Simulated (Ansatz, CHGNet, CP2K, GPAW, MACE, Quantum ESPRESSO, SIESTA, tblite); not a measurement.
**A faulty tblite run on random packing of 70AlN-30Al2O3 (mol %) (78 atoms)**

Program: tblite 0.8.0, a calculation on a cell of 35 Al, 19 N and 24 O, 10.4 Å³ an atom.

The input, run.py:

```python
import numpy as np
from ase.io import read
from tblite.ase import TBLite

atoms = read("structure.xyz")
atoms.calc = TBLite(method="GFN3-xTB", electronic_temperature=580, accuracy=1.0, max_iterations=250, mixer_damping=0.4, verbosity=1)
energy = atoms.get_potential_energy()
forces = atoms.get_forces()
print(f"energy {energy:.6f} eV")
print("forces (eV/A)")
for i, (a, f) in enumerate(zip(atoms, forces)):
    print(f"{i:4d} {a.symbol:2s} {f[0]:10.5f} {f[1]:10.5f} {f[2]:10.5f}")
print("charges (e)")
print(np.array2string(atoms.get_charges(), precision=4, suppress_small=True, max_line_width=110, threshold=100000))
```

The input, structure.xyz:

```xyz
78
Lattice="9.32240 0.00000 0.00000 0.00000 9.32240 0.00000 0.00000 0.00000 9.32240" Properties=species:S:1:pos:R:3 pbc="T T T"
Al 7.01613 1.52486 3.12925
Al 9.29676 0.84004 5.48176
Al 1.92125 5.73896 6.96038
Al 9.04944 7.60838 3.50261
Al 8.32528 2.80958 7.07915
Al 3.77818 1.81768 1.02099
Al 8.92918 5.24646 4.18175
Al 5.00026 4.46040 0.91341
Al 7.38148 3.09830 0.02685
Al 1.09986 8.54379 0.77749
[... 64 atom lines left out ...]
O 4.41649 0.83613 8.93431
O 3.33639 5.51578 1.37095
O 3.67442 3.20430 3.07770
O 6.60250 2.56841 6.96113
```

Run with:

```sh
OMP_NUM_THREADS=1 python run.py > output.txt
```

The program printed:

```text
tblite.exceptions.TBLiteValueError: Method 'GFN3-xTB' is not available for this calculator
```

Wall time 0.57 s (1 thread of Intel Xeon at 2.30GHz, shared host); peak memory 0.1 GiB.

Banners, paths, timers and routine set-up lines are dropped from the logs unmarked, and long logs keep their key lines alone; longer cuts are marked.

**Question.** Which part of the input is at fault, and how is it mended?

An unknown method: method GFN3-xTB. Mend: name a method that the program has, such as GFN1-xTB or GFN2-xTB.

The program stopped at the start.

[Also dropped from logs without a mark: logging warnings of Python, and SIESTA's first energy breakdown and zero terms.]

[Logs are printed without paths, hosts, clocks, repeated set-up lines and the standing remarks that a program may print on its own settings, such as how far it seeks lower states.]

[Hosts, paths, dates, database ids (printed as entryN), source tags and the programs' standing remarks are cut or masked in the printed files.]
